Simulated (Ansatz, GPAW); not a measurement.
## Si/Mo(110): simulated STM images

Aim: Tersoff-Hamann images of Si/Mo(110) at several biases.

Method: Ansatz plane waves; slab in vacuum with a dipole correction, relaxation, in the first sound run; inputs show where later runs differ, in GPAW 26.7.0 and Ansatz 0.2.0.

## Step 1: Starting point

The cell holds 17 atoms: 16 Mo and 1 Si. Cell: a = 5.456 Å, b = 5.456 Å, c = 24.976 Å, α = 90.0°, β = 90.0°, γ = 70.5°. Vacuum lies along c.

## Step 2: Relaxing the atoms

The atoms are relaxed first, since the surface dipole, and with it the work function, follows the positions of the outer layers. The lowest 8 atoms are held at bulk positions and keep their forces.

input.yaml

```yaml
crystal:
  lattice:
    - [4.4547727215, -3.15, 0.0]
    - [4.4547727215, 3.15, 0.0]
    - [0.0, 0.0, 24.9759945711]
  atoms:
    - { symbol: Mo, position: [0.0, 0.0, 0.3203075648] }
    - { symbol: Mo, position: [0.25, 0.25, 0.4094886525] }
    - { symbol: Mo, position: [0.0, 0.0, 0.4986697401] }
    - { symbol: Mo, position: [0.25, 0.25, 0.5878508277] }
    - { symbol: Mo, position: [0.0, 0.5, 0.3203075648] }
    - { symbol: Mo, position: [0.25, 0.75, 0.4094886525] }
    - { symbol: Mo, position: [0.0, 0.5, 0.4986697401] }
    - { symbol: Mo, position: [0.25, 0.75, 0.5878508277] }
    - { symbol: Mo, position: [0.5, 0.0, 0.3203075648] }
    - { symbol: Mo, position: [0.75, 0.25, 0.4094886525] }
    - { symbol: Mo, position: [0.5, 0.0, 0.4986697401] }
    - { symbol: Mo, position: [0.75, 0.25, 0.5878508277] }
    - { symbol: Mo, position: [0.5, 0.5, 0.3203075648] }
    - { symbol: Mo, position: [0.75, 0.75, 0.4094886525] }
    - { symbol: Mo, position: [0.5, 0.5, 0.4986697401] }
    - { symbol: Mo, position: [0.75, 0.75, 0.5878508277] }
    - { symbol: Si, position: [0.0, 0.0, 0.6796924352] }
kpoints:
  mp_grid: { grid: [6, 6, 1] }
hamiltonian:
  xc: pbe
scf:
  occupations: { method: fermi_dirac, width: 0.1 }
efield:
  axis: 3
  dipole_correction: true
  ramp_width: 0.05
relax:
  f_tol: 0.02
  max_steps: 60
  constraints: [{ sites: [0, 1, 4, 5, 8, 9, 12, 13] }]
output:
  write_potential: true
  write_density: true
  volumetric_format: npy
```

Started as:

```bash
$ ansatz run input.yaml --threads 4 --pin off --max-ram 8192MiB --backend cpu --events-out ev --progress --plain --runs-dir out
```

Numbers of over 12 decimals in the logs are rounded to 6 here.

Output:

```text
Engine: ansatz 0.2.0, x86_64-unknown-linux-gnu
Pseudopotentials: kind: paw
Pseudopotential: Mo, paw, valence charge 14, recommended cutoff 420 eV (normal), Mo.paw.azcp
Pseudopotential: Si, paw, valence charge 4, recommended cutoff 420 eV (normal), Si.paw.azcp
Functional definition: PBE
  parameter kappa = 0.804
  parameter beta = 0.066725
  exchange = pbe_x(kappa = kappa, mu = beta*pi^2/3)
  correlation = pbe_c(beta = beta)
Crystal: 17 atoms, lattice volume = 700.953 Å³
Basis set: ecut = 420 eV, 13683 PW (Γ), exchange–correlation on 80×80×360 points (8 copies of the dense FFT grid, shifted against one another)
Bands: 137, of which v1, the nominal top of the filled ones, is band 114 counted from 1 (113 counted from 0)
Symmetry: 4 space group operations
Space group: Cmm2 (ITA 35), of the structure as read, at distance tolerance 8.9e-5 Å
k-points: 13 of 36
Non-local potential: Mo, projectors of the file, l = 0: 3, l = 1: 2, l = 2: 2, l = 3: 1
Non-local potential: Si, projectors of the file, l = 0: 2, l = 1: 2, l = 2: 2
PAW form: soft (Blöchl's): semilocal exchange-correlation on the pseudo side does not see the compensation charge
PAW one-centre angular grid: Mo, 590 points (default); XC on 64 Gauss nodes
PAW one-centre angular grid: Si, 110 points (default); XC on 64 Gauss nodes
Initial density: superposition of atomic densities (neutral atoms: chi_scale 0, normalization atom), corrected by the library's trained network
Initial wavefunctions: pseudopotential atomic-orbital guess
Functional: x = pbe(κ = 0.804, μ = 0.219515), c = pbe(β = 0.066725)
SCF iter   1: F=—  HF=-79922.421750 eV  |F-HF|=—  |Δ(HF+E_count)|=         —  Δρ=4.58e-3  dr2=3.06e0  ethr=1.77e-3  p=0.027 e·Å  D=6.86e-3 V/Å  ΔV_dip=-0.17 eV  dr2_dipole=1.92e0  V_vac-E_F(+/−)=4.74/4.91 eV  ⟨swp⟩=9.2  Hψ=8765  notcnv=0
efield: sawtooth ramp at fractional position 0.9750 (placed from the atoms, in the widest stretch of the axis that holds none; the zero of the levels goes with the place), width 0.0500; the density the first Hamiltonian is built on has a dipole p = 0.027 e·Å; the dipole correction subtracts the counter field D = 6.86e-3 V/Å, which shifts the + side's vacuum level by -0.17 eV against the − side's; the planar-averaged density in the ramp window peaks in size at 4.0e-5 e/Å³
preconditioner: auto → LDOS  [metal: Δε(μ)=0.020 eV  Ē_g=3.819 eV  σ=0.100 eV  W_gap=0.05  n_scr=124 (ndim 8)  ℏωp=14.0 eV  f_vac=0.536  D(μ)=13.19/eV (n_scr^D=76)  β→1.0]
SCF iter   2: F=—  HF=-79922.378046 eV  |F-HF|=—  |Δ(HF+E_count)|=   4.37e-2  Δρ=2.06e-3  dr2=9.35e-2  ethr=1.34e-3  p=-0.042 e·Å  D=-1.08e-2 V/Å  ΔV_dip=0.27 eV  dr2_dipole=2.15e-2  V_vac-E_F(+/−)=4.95/4.68 eV  ⟨swp⟩=1.2  Hψ=2059  notcnv=0
SCF iter   3: F=—  HF=-79922.373413 eV  |F-HF|=—  |Δ(HF+E_count)|=   4.63e-3  Δρ=1.03e-3  dr2=1.73e-2  ethr=4.10e-5  p=-0.042 e·Å  D=-1.08e-2 V/Å  ΔV_dip=0.27 eV  dr2_dipole=5.56e-4  V_vac-E_F(+/−)=4.96/4.68 eV  ⟨swp⟩=2.0  Hψ=2462  notcnv=0
SCF iter   4: F=—  HF=-79922.371828 eV  |F-HF|=—  |Δ(HF+E_count)|=   1.59e-3  Δρ=3.05e-4  dr2=1.33e-3  ethr=7.60e-6  p=-0.044 e·Å  D=-1.15e-2 V/Å  ΔV_dip=0.29 eV  dr2_dipole=2.88e-5  V_vac-E_F(+/−)=4.96/4.67 eV  ⟨swp⟩=2.5  Hψ=2546  notcnv=0
SCF iter   5: F=—  HF=-79922.371932 eV  |F-HF|=—  |Δ(HF+E_count)|=   1.04e-4  Δρ=6.48e-5  dr2=5.40e-5  ethr=5.85e-7  p=-0.046 e·Å  D=-1.18e-2 V/Å  ΔV_dip=0.30 eV  dr2_dipole=4.68e-9  V_vac-E_F(+/−)=4.96/4.67 eV  ⟨swp⟩=3.0  Hψ=2764  notcnv=0
SCF iter   6: F=—  HF=-79922.371948 eV  |F-HF|=—  |Δ(HF+E_count)|=   1.58e-5  Δρ=2.52e-5  dr2=1.44e-5  ethr=4.39e-9  p=-0.047 e·Å  D=-1.21e-2 V/Å  ΔV_dip=0.30 eV  dr2_dipole=4.77e-9  V_vac-E_F(+/−)=4.97/4.66 eV  ⟨swp⟩=14.3  Hψ=19272  notcnv=0
SCF iter   7: F=-79922.371950 eV  HF=-79922.371951 eV  |F-HF|=4.91e-7  |Δ(HF+E_count)|=   2.57e-6  Δρ=8.32e-6  dr2=1.35e-6  ethr=4.39e-9  p=-0.047 e·Å  D=-1.23e-2 V/Å  ΔV_dip=0.31 eV  dr2_dipole=1.20e-7  V_vac-E_F(+/−)=4.97/4.66 eV  ⟨swp⟩=13.2  Hψ=15925  notcnv=0
SCF 1 converged in 7 iterations: F = -79922.371950 eV  dr2 = 1.35e-6
  greatest PAW one-centre occupation: 0.998 electrons in one spin orbital (limit 2), on the Mo atom at site 8 (counted from 0), in its partial waves of l = 0
relax step   1: F+E_penalty+E_count = -79922.37195013 eV  Δ(F+E_penalty+E_count) = +0.000e0 eV  max|allowed force component| = 2.720e0 eV/Å  Δτ_max = 0.0000 Å  (7 SCF iters, dr2 threshold 1.00e-5 eV, accepted)
Initial density: handed on by an earlier stage of this run
Initial wavefunctions: those handed on with the density
iter 1 solved again at ethr=5.37e-4 eV; its pass at ethr=3.10e-3 eV (dr2=1.22e0 eV) is discarded
SCF iter   1: F=—  HF=-79922.962135 eV  |F-HF|=—  |Δ(HF+E_count)|=         —  Δρ=4.14e-3  dr2=1.31e0  ethr=5.37e-4  p=-0.047 e·Å  D=-1.23e-2 V/Å  ΔV_dip=0.31 eV  dr2_dipole=5.07e-1  V_vac-E_F(+/−)=5.00/4.69 eV  ⟨swp⟩=1.8  Hψ=5260  notcnv=0
efield: sawtooth ramp at fractional position 0.9750 (handed on by an earlier solve), width 0.0500; the density the first Hamiltonian is built on has a dipole p = -0.047 e·Å; the dipole correction subtracts the counter field D = -1.23e-2 V/Å, which shifts the + side's vacuum level by +0.31 eV against the − side's; the planar-averaged density in the ramp window peaks in size at 2.8e-6 e/Å³
preconditioner: auto → LDOS  [metal: Δε(μ)=0.069 eV  Ē_g=3.820 eV  σ=0.100 eV  W_gap=0.17  n_scr=124 (ndim 8)  ℏωp=14.0 eV  f_vac=0.539  D(μ)=12.64/eV (n_scr^D=76)  β→1.0]
SCF iter   2: F=—  HF=-79922.929567 eV  |F-HF|=—  |Δ(HF+E_count)|=   3.26e-2  Δρ=2.44e-3  dr2=1.60e-1  ethr=5.37e-4  p=-0.056 e·Å  D=-1.45e-2 V/Å  ΔV_dip=0.36 eV  dr2_dipole=7.67e-3  V_vac-E_F(+/−)=5.01/4.65 eV  ⟨swp⟩=3.2  Hψ=2749  notcnv=0
SCF iter   3: F=—  HF=-79922.920140 eV  |F-HF|=—  |Δ(HF+E_count)|=   9.43e-3  Δρ=1.17e-3  dr2=2.87e-2  ethr=7.03e-5  p=-0.060 e·Å  D=-1.54e-2 V/Å  ΔV_dip=0.38 eV  dr2_dipole=5.05e-4  V_vac-E_F(+/−)=5.04/4.65 eV  ⟨swp⟩=2.5  Hψ=2867  notcnv=0
SCF iter   4: F=—  HF=-79922.916460 eV  |F-HF|=—  |Δ(HF+E_count)|=   3.68e-3  Δρ=1.82e-4  dr2=8.36e-4  ethr=1.26e-5  p=-0.058 e·Å  D=-1.49e-2 V/Å  ΔV_dip=0.37 eV  dr2_dipole=8.29e-5  V_vac-E_F(+/−)=5.02/4.65 eV  ⟨swp⟩=3.1  Hψ=2996  notcnv=0
SCF iter   5: F=-79922.916367 eV  HF=-79922.916371 eV  |F-HF|=3.89e-6  |Δ(HF+E_count)|=   8.94e-5  Δρ=6.81e-5  dr2=6.21e-5  ethr=4.39e-8  p=-0.057 e·Å  D=-1.48e-2 V/Å  ΔV_dip=0.37 eV  dr2_dipole=6.17e-8  V_vac-E_F(+/−)=5.01/4.64 eV  ⟨swp⟩=13.2  Hψ=19945  notcnv=0
SCF 2 converged in 5 iterations: F = -79922.916367 eV  dr2 = 6.21e-5
[...]
relax step   4: F+E_penalty+E_count = -79923.26647101 eV  Δ(F+E_penalty+E_count) = -5.239e-2 eV  max|allowed force component| = 3.886e-1 eV/Å  Δτ_max = 0.1947 Å  (6 SCF iters, dr2 threshold 3.59e-5 eV, accepted)
[...]
relax step   5: F+E_penalty+E_count = -79923.29173025 eV  Δ(F+E_penalty+E_count) = -2.526e-2 eV  max|allowed force component| = 5.849e-2 eV/Å  Δτ_max = 0.0363 Å  (5 SCF iters, dr2 threshold 1.37e-5 eV, accepted)
SCF iter   1: F=—  HF=-79923.292405 eV  |F-HF|=—  |Δ(HF+E_count)|=         —  Δρ=4.68e-4  dr2=1.74e-3  ethr=6.39e-6  p=-0.046 e·Å  D=-1.20e-2 V/Å  ΔV_dip=0.30 eV  dr2_dipole=8.32e-5  V_vac-E_F(+/−)=4.93/4.63 eV  ⟨swp⟩=2.5  Hψ=2907  notcnv=0
efield: sawtooth ramp at fractional position 0.9750 (handed on by an earlier solve), width 0.0500; the density the first Hamiltonian is built on has a dipole p = -0.046 e·Å; the dipole correction subtracts the counter field D = -1.20e-2 V/Å, which shifts the + side's vacuum level by +0.30 eV against the − side's; the planar-averaged density in the ramp window peaks in size at 3.4e-6 e/Å³
preconditioner: auto → LDOS  [metal: Δε(μ)=0.026 eV  Ē_g=3.862 eV  σ=0.100 eV  W_gap=0.06  n_scr=124 (ndim 8)  ℏωp=14.0 eV  f_vac=0.547  D(μ)=12.26/eV (n_scr^D=76)  β→1.0]
SCF iter   2: F=—  HF=-79923.292321 eV  |F-HF|=—  |Δ(HF+E_count)|=   8.41e-5  Δρ=1.89e-4  dr2=5.18e-4  ethr=7.65e-7  p=-0.047 e·Å  D=-1.20e-2 V/Å  ΔV_dip=0.30 eV  dr2_dipole=5.93e-6  V_vac-E_F(+/−)=4.93/4.63 eV  ⟨swp⟩=3.1  Hψ=3780  notcnv=0
SCF iter   3: F=—  HF=-79923.292258 eV  |F-HF|=—  |Δ(HF+E_count)|=   6.34e-5  Δρ=7.80e-5  dr2=9.65e-5  ethr=2.27e-7  p=-0.047 e·Å  D=-1.20e-2 V/Å  ΔV_dip=0.30 eV  dr2_dipole=2.58e-8  V_vac-E_F(+/−)=4.93/4.63 eV  ⟨swp⟩=2.3  Hψ=2916  notcnv=0
SCF iter   4: F=—  HF=-79923.292492 eV  |F-HF|=—  |Δ(HF+E_count)|=   2.35e-4  Δρ=1.96e-5  dr2=3.94e-6  ethr=4.23e-8  p=-0.046 e·Å  D=-1.20e-2 V/Å  ΔV_dip=0.30 eV  dr2_dipole=7.49e-11  V_vac-E_F(+/−)=4.93/4.63 eV  ⟨swp⟩=2.4  Hψ=2641  notcnv=0
SCF iter   5: F=—  HF=-79923.292491 eV  |F-HF|=—  |Δ(HF+E_count)|=   6.74e-7  Δρ=5.35e-6  dr2=3.35e-7  ethr=1.73e-9  p=-0.046 e·Å  D=-1.20e-2 V/Å  ΔV_dip=0.30 eV  dr2_dipole=1.75e-9  V_vac-E_F(+/−)=4.93/4.63 eV  ⟨swp⟩=2.8  Hψ=3280  notcnv=0
SCF iter   6: F=-79923.292492 eV  HF=-79923.292492 eV  |F-HF|=1.35e-8  |Δ(HF+E_count)|=   1.65e-7  Δρ=2.03e-6  dr2=6.19e-8  ethr=4.39e-11  p=-0.046 e·Å  D=-1.20e-2 V/Å  ΔV_dip=0.30 eV  dr2_dipole=1.50e-9  V_vac-E_F(+/−)=4.93/4.63 eV  ⟨swp⟩=11.2  Hψ=14423  notcnv=0
SCF 6 converged in 6 iterations: F = -79923.292492 eV  dr2 = 6.19e-8
relax step   6: F+E_penalty+E_count = -79923.29249159 eV  Δ(F+E_penalty+E_count) = -7.613e-4 eV  max|allowed force component| = 7.850e-3 eV/Å  Δτ_max = 0.0080 Å  (6 SCF iters, accepted)
NSCF: frozen V_eff on 13 k-points
the band table was solved once a step of the walk had ended and its energy, with any forces and stress, was formed, with the checks that follow a solve (7424 applications of the Hamiltonian). They found nothing against the state; the energy, forces and stress were not computed again (output.eigenvalues in the input reference)
WARN: The input density's exchange-correlation potential varies sharply where the density is thin. Do not read a vacuum level from v_tot or v_xc, or from such a field of the output density. On a cell that repeats whose density bears no net charge and no dipole along the vacuum's axis use v_es (v_loc + v_h of the components); under efield.dipole_correction with no amplitude use v_es + v_field, which holds any external [...]
SCF converged after 6 iterations
Free energy (F): -79923.292492 eV
Harris-Foulkes:  -79923.292492 eV  (|F-HF|=1.35e-8)
Internal energy: -79922.869912 eV  (E = F + TS)
E sigma→0 (E₀):  -79923.081202 eV
Entropy (-TS):   -0.422580 eV (-24.858 meV/atom)
Fermi energy:    4.804320 eV
Dipole field:    D = -0.012004 V/Å  (p = -0.046501 e·Å, saw-weighted, corrected)
Work function:   Φ+ = 4.9296 eV   Φ− = 4.6297 eV
Levels:          The Fermi level and band energies are counted from a zero that moves with the ramp; work functions are not
--- Per-component energies (eV) ---
  E_band       = -4490.710175
  E_kinetic    = 7075.163407
  E_local      = -300251.211511  (includes V_loc(G=0)·N_el)
  E_nonlocal   = 2316.168364
  E_hartree    = 146185.787310
  E_xc         = -2978.319173
  E_vxc        = -3693.414477  (∫ρ·V_xc dr)
  E_paw        = -51733.130500  (= ΣΔE_a)
  E_vpaw       = -2306.109824  (= ΣTr[D̂ρ^β])
  E_aug_tail   = 0.000694  (compensation charges beyond the density's cutoff)
  E_efield     = 0.000279  (sawtooth field / dipole correction)
  E_vefield    = -2.896790  (∫n·V_field dr)
  E_ewald      = 119462.671217
  E_smearing   = -0.422580  (= −TS)
  E_closure    = 0.000000  (closes the sum)
  Σ components = -79923.292492   (vs F -79923.292492, Δ=0.00e0)
--- Forces (eV/Å), atoms counted from 1 ---
  atom   1  Mo    -0.00000000     0.00000000     0.46850100
  atom   2  Mo    -0.06551400     0.00000000    -0.53604255
  atom   3  Mo    -0.00000000    -0.00000000     0.00233620
  atom   4  Mo     0.00214977    -0.00000000     0.00302661
  atom   5  Mo    -0.00000000    -0.00000000     0.55272219
  atom   6  Mo     0.00000000    -0.01170907    -0.50138492
  atom   7  Mo     0.00000000     0.00000000     0.00017452
  atom   8  Mo     0.00000000     0.00094074    -0.00784999
  atom   9  Mo    -0.00000000    -0.00000000     0.55272219
  atom  10  Mo     0.00000000     0.01170907    -0.50138492
  atom  11  Mo    -0.00000000    -0.00000000     0.00017452
  atom  12  Mo     0.00000000    -0.00094074    -0.00784999
  atom  13  Mo    -0.00000000     0.00000000     0.50460103
  atom  14  Mo     0.06551400    -0.00000000    -0.53604255
  atom  15  Mo     0.00000000     0.00000000    -0.00075864
  atom  16  Mo    -0.00214977     0.00000000     0.00302661
  atom  17  Si    -0.00000000    -0.00000000     0.00400573
  max |Σ_I F_I| component: 2.30e-5 eV/Å
--- Band table (eV; the first three rows and the last of 13) ---
  k-point 0: bands = [... 110 lower, 5.2977, 5.3348, 5.6878, 5.7139, 5.7550, 5.8067, 5.9772, 6.0517, ... 19 higher]
  k-point 1: bands = [... 110 lower, 5.1041, 5.2327, 5.3476, 5.4212, 5.5286, 5.7805, 5.8027, 5.8562, ... 19 higher]
  k-point 2: bands = [... 110 lower, 4.4046, 4.4981, 4.5847, 4.6747, 5.1091, 5.2795, 5.3276, 5.5105, ... 19 higher]
  k-point 12: bands = [... 110 lower, 4.0839, 4.1038, 4.1230, 4.1711, 4.2582, 4.2915, 4.5240, 4.5751, ... 19 higher]
--- Relaxed structure (6 steps of the walk, 6 accepted, 0 SCFs on fresh bases) ---
  F+E_penalty+E_count = -79923.29249159 eV   max|allowed force component| = 7.850e-3 eV/Å
  atoms:
    - { symbol: Mo, position: [0.0, 0.0, 0.3203075648] }
    - { symbol: Mo, position: [0.250000, 0.250000, 0.409489] }
    - { symbol: Mo, position: [-1.0843350367586199e-19, -1.0843350367586203e-19, 0.499367] }
    - { symbol: Mo, position: [0.245484, 0.245484, 0.588310] }
    - { symbol: Mo, position: [-2.7755575615628914e-17, 0.5, 0.3203075648] }
    - { symbol: Mo, position: [0.250000, 0.75, 0.409489] }
    - { symbol: Mo, position: [-2.7755575615628914e-17, 0.5, 0.499899] }
    - { symbol: Mo, position: [0.260176, 0.739824, 0.585597] }
    - { symbol: Mo, position: [0.5, -2.7755575615628914e-17, 0.3203075648] }
    - { symbol: Mo, position: [0.75, 0.250000, 0.409489] }
    - { symbol: Mo, position: [0.5, -2.7755575615628914e-17, 0.499899] }
    - { symbol: Mo, position: [0.739824, 0.260176, 0.585597] }
    - { symbol: Mo, position: [0.500000, 0.500000, 0.3203075648] }
    - { symbol: Mo, position: [0.75, 0.75, 0.409489] }
    - { symbol: Mo, position: [0.500000, 0.500000, 0.498480] }
    - { symbol: Mo, position: [0.754516, 0.754516, 0.588310] }
    - { symbol: Si, position: [3.40080073278956e-18, 3.4008007327895523e-18, 0.657838] }
```

The job ended after 2 min (4 threads of Intel Xeon Platinum 8375C at 2.90GHz (Ice Lake), shared host; peak memory 2.4 GiB).

Relaxation path:

```tsv
step	energy less that of the first step (eV)	largest force component (eV/Å)
1	0.0000	2.7204
2	-0.5444	2.0860
3	-0.8421	0.6289
4	-0.8945	0.3886
5	-0.9198	0.0585
6	-0.9205	0.0078
```

The run keeps the 4 symmetry operations that it works with, so distortions that break them were not tested.

The atoms that moved most (Å):

```tsv
atom	dx	dy	dz	length
Si17	0.000	0.000	-0.546	0.546
Mo12	0.000	0.064	-0.056	0.085
Mo8	0.000	-0.064	-0.056	0.085
Mo4	-0.040	0.000	0.011	0.042
Mo16	0.040	0.000	0.011	0.042
Mo7	0.000	0.000	0.031	0.031
Mo11	0.000	0.000	0.031	0.031
Mo3	0.000	0.000	0.017	0.017
```

Final coordinates:

```
Mo Si
1.0
     4.45477   -3.15000    0.00000
     4.45477    3.15000    0.00000
     0.00000    0.00000   24.97599
Mo Si
16 1
Direct
  0.00000 0.00000 0.32031
  0.25000 0.25000 0.40949
  0.00000 0.00000 0.49937
  0.24548 0.24548 0.58831
  0.00000 0.50000 0.32031
  0.25000 0.75000 0.40949
  0.00000 0.50000 0.49990
  0.26018 0.73982 0.58560
  0.50000 0.00000 0.32031
  0.75000 0.25000 0.40949
  0.50000 0.00000 0.49990
  0.73982 0.26018 0.58560
  0.50000 0.50000 0.32031
  0.75000 0.75000 0.40949
  0.50000 0.50000 0.49848
  0.75452 0.75452 0.58831
  0.00000 0.00000 0.65784
```

Numbers from this step:

| Property | Result |
| --- | --- |
| free energy | -79923.2925 eV |
| smearing term TS | 0.4226 eV |
| symmetry operations | 4 |
| upper work function | 4.930 eV |
| lower work function | 4.630 eV |
| dipole along the normal | -0.04650 e·Å |
| dipole field | -0.01200 V/Å |
| vacuum level above | 9.734 eV |
| vacuum level below | 9.434 eV |

The electrostatic potential energy of an electron (with the applied field's), less the Fermi level, planar mean oscillates, so the rows of the table below give means over windows of 1 Å about each position, cut where the curve ends. Its maxima inside the range that stand out by 2 % of the span (Å: eV): 9.2: -2.21, 11.4: -2.15, 13.6: -2.56. Its minima: 8.0: -23.2, 10.3: -23.7, 12.5: -23.7, 14.7: -23.2.

Electrostatic potential energy of an electron (with the applied field's), less the Fermi level, planar mean against z; means over each step:

z (Å), electrostatic potential energy of an electron (with the applied field's), less the Fermi level, planar mean (eV) and a bar from the least value:
```
        0        4.7 ##############################
        1        4.6 ##############################
        2        4.6 ##############################
        3        4.6 ##############################
        4        4.6 ##############################
        5        4.6 ##############################
        6        3.9 #############################
        7       -3.0 ####################
        8      -20.0 
        9       -5.7 #################
       10      -18.8 #
       11       -8.6 ##############
       12      -14.5 #######
       13      -13.5 ########
       14      -10.6 ###########
       15      -16.8 ####
       16       -1.5 ######################
       17        1.9 ##########################
       18        4.6 ##############################
       19        4.9 ##############################
       20        4.9 ##############################
       21        4.9 ##############################
       22        4.9 ##############################
       23        4.9 ##############################
       24        4.9 ##############################
```

Table of valence density, planar mean by z:

z (Å), valence density, planar mean (e/Å³) and a bar:
```
      4.0       0.00 
      4.5       0.00 
      5.0       0.00 
      5.5       0.01 
      6.0       0.02 
      6.5       0.05 #
      7.0       0.19 ####
      7.5       0.92 #################
      8.0       1.60 ##############################
      8.5       0.94 ##################
      9.0       0.34 ######
      9.5       0.54 ##########
     10.0       1.45 ###########################
     10.5       1.38 ##########################
     11.0       0.48 #########
     11.5       0.34 ######
     12.0       1.00 ###################
     12.5       1.60 ##############################
     13.0       0.89 #################
     13.5       0.35 #######
     14.0       0.64 ############
     14.5       1.52 #############################
     15.0       1.27 ########################
     15.5       0.37 #######
     16.0       0.15 ###
     16.5       0.09 ##
     17.0       0.06 #
     17.5       0.03 #
     18.0       0.01 
     18.5       0.00 
     19.0       0.00 
     19.5       0.00 
     20.0       0.00
```

The relaxation lowered the energy of the cell by 0.921 eV.

(Part 1 of 3 ends here.)

[Logs are printed without paths, hosts, clocks, repeated set-up lines and the standing remarks that a program may print on its own settings, such as how far it seeks lower states.]

[Hosts, paths, dates, database ids (printed as entryN), source tags and the programs' standing remarks are cut or masked in the printed files.]
